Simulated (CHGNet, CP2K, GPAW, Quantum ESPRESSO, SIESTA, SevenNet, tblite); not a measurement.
# Site energies of Ge in place of Sn in amorphous SnO2 (72 atoms) across programs

Aim: compare the energies of Ge in place of Sn at unlike sites of amorphous SnO2 (72 atoms), with plane waves as the reference.

The results are calculated values.

### Step 1. The cell

The cell holds 72 atoms (24 Sn and 48 O), with edges of 9.85, 9.85 and 9.85 Å. Recipe: 72 atoms (24 Sn, 48 O) placed at random at 6.03 g/cm³, melted at 5000 K for 10 ps at fixed volume with the Morse and Coulomb pair potential with partial charges (Pedone, Malavasi, Menziani, Cormack and Segre, J. Phys. Chem. B 110, 11780 (2006)). Quenched from 5000 K to 300 K at 50 K/ps and fixed volume, held 10 ps at zero pressure, then minimised at fixed cell. Then the atoms were relaxed with SevenNet 0 in the fixed cell.

### Step 2. The reference input

Quantum ESPRESSO 7.5: Kohn-Sham DFT, PBE, SSSP efficiency 1.3.0 pseudopotentials, plane waves. Its input, pw.in, for the unchanged cell:

```
&control
  calculation = 'scf'
  pseudo_dir = './pseudo'
  outdir = './tmp'
  disk_io = 'none'
  tprnfor = .true.
  tstress = .true.
/
&system
  ibrav = 0
  nat = 72
  ntyp = 2
  ecutwfc = 60
  ecutrho = 480
  nosym = .true.
  occupations = 'smearing'
  smearing = 'fd'
  degauss = 0.003675
/
&electrons
  conv_thr = 3.6e-07
  electron_maxstep = 100
  mixing_beta = 0.4
  mixing_mode = 'plain'
  diagonalization = 'david'
/
ATOMIC_SPECIES
Sn 118.710 Sn.upf
O 15.999 O.upf
CELL_PARAMETERS angstrom
9.85089 0.00000 0.00000
0.00000 9.85089 0.00000
0.00000 0.00000 9.85089
ATOMIC_POSITIONS crystal
Sn 0.72604 0.67458 0.33286
Sn 0.04773 0.22259 0.42251
Sn 0.51856 0.17058 0.07886
Sn 0.76926 0.46734 0.57687
[... 66 atom lines left out ...]
O 0.36895 0.72544 0.03599
O 0.19116 0.36426 0.37248
K_POINTS gamma
```

```console
$ OMP_NUM_THREADS=1 mpirun -np 2 pw.x -in pw.in > output.txt
```

The job ended after 5.4 min (2 MPI ranks of Arm Neoverse V1, shared host; peak memory 3 GiB).

It converged with an r.m.s. force component of 0.089 eV/Å and a pressure of 2.8 GPa.

### Step 3. Levels of theory

The levels share the cells and solve them as single points, though not every level runs every cell. CPU time is summed over a level's finished runs, on a host shared with the other runs, so it is rough; the force column is the median over cells of the r.m.s. difference of force components from the reference.

| level | basis or training data | k-points | runs finished | CPU time | peak memory (GiB) | force difference (meV/Å) |
| --- | --- | --- | --- | --- | --- | --- |
| QE, PBE | plane waves, SSSP efficiency, 60/480 Ry | Γ | 4 of 4 | 46 min | 3.0 | reference |
| CP2K double zeta, PBE | DZVP-MOLOPT-SR, GTH-PBE potentials, 600 Ry | Γ | 3 of 3 | 20 min | 4.6 | 93 |
| GPAW dzp, PBE | dzp orbitals, PAW, h 0.18 Å | Γ | 3 of 3 | 12 min | 1.7 | 155 |
| SIESTA DZP, PBE | DZP orbitals, shift 0.01 Ry, mesh 500 Ry | Γ | 3 of 3 | 22 min | 2.3 | 196 |
| tblite GFN1-xTB | tight binding with its own dispersion term | Γ | 3 of 3 | 14 s | 0.12 | 280 |
| CHGNet r2SCAN | trained on r2SCAN plane-wave data | - | 4 of 4 | 16 s | 1.1 | 143 |
| SevenNet 0 | trained on PBE(+U) plane-wave data | - | 4 of 4 | 32 s | 0.88 | 87 |

The reference's own r.m.s. force component runs from 84 to 99 meV/Å over these cells. SevenNet 0 relaxed the atoms, so in the cells that it relaxed its own forces are small, and its entry isn't an independent test there.

### Step 4. The sites

Each changed cell was relaxed with SevenNet 0 before the single points. Neighbours are the site's nearest atoms before the change.

| site | nearest atoms | their mean distance (Å) | atoms within 6 Å | largest move on relaxing (Å) | longest force left in the reference (eV/Å) |
| --- | --- | --- | --- | --- | --- |
| Sn6 | O5 | 2.03 | 68 | 1.43 | 0.31 |
| Sn3 | O6 | 2.17 | 64 | 0.52 | 0.32 |
| Sn10 | O6 | 2.10 | 63 | 0.23 | 0.51 |

### Step 5. Site energies

All changed cells hold the same atoms, so within one level their energies compare with no chemical potential. Energies in eV, less that of Sn6, the reference's cheapest site; the last column is the largest deviation from the reference once each row's mean is taken off.

```
                level   Sn6   Sn3  Sn10  cheapest  largest deviation
              QE, PBE  0.00  0.92  1.13       Sn6                  -
CP2K double zeta, PBE  0.00  1.06  1.09       Sn6               0.11
        GPAW dzp, PBE  0.00  1.18  1.12       Sn6               0.18
      SIESTA DZP, PBE  0.00  1.22  1.21       Sn6               0.18
      tblite GFN1-xTB  0.00  0.12  1.44       Sn6               0.64
        CHGNet r2SCAN  0.00  0.56  0.81       Sn6               0.23
           SevenNet 0  0.00  0.84  1.10       Sn6               0.04
```

### Step 6. What came out

In the reference the cheapest site is Sn6 (O5) and the dearest Sn10 (O6), 1.1 eV higher. All 6 other levels pick the same cheapest site, and 4 give the whole order. SevenNet 0 follows the reference most closely (0.04 eV at worst) and tblite GFN1-xTB least (0.64 eV).

The other programs at PBE deviate by 0.18 eV at most, the learned potentials by 0.04 to 0.23 eV. The reference's gap of 0.46 eV in the unchanged cell becomes 0.44 eV (Sn6), 0.38 eV (Sn3) and 0.38 eV (Sn10).

Caveats: The geometries are those of SevenNet 0; forces of up to 0.51 eV/Å remain in the reference, so relaxing in DFT would lower the energies, by amounts that can differ from site to site and can change the order. For SevenNet 0 alone these are relaxed energies. Defects interact with their periodic images. Atoms moved by over 1 Å in some relaxations, so part of the differences can come from the host's rearranging. Only 3 of the 24 Sn sites are compared. Learned potentials don't solve for electrons, so the charge or spin state of a defect can't be set in them. The quench rate of 50 K/ps is many orders above laboratory rates, so the cell is likely richer in defects and strain than a real sample. The reference samples only Γ, in a cell whose shortest periodic width is 10 Å. The reference isn't exact: its cutoffs and mesh weren't converged further here. SIESTA's automatically made basis is far from complete, and its potentials were converted by us (checked for H, C, O, Si, Ge and Ca alone). Spin–orbit coupling is left out. Where levels are smeared, the DFT runs use Fermi–Dirac occupations at 580 K (0.05 eV), and energies are free energies.

[Logs are printed without paths, hosts, clocks, repeated set-up lines and the standing remarks that a program may print on its own settings, such as how far it seeks lower states.]

[Hosts, paths, dates, database ids (printed as entryN), source tags and the programs' standing remarks are cut or masked in the printed files.]
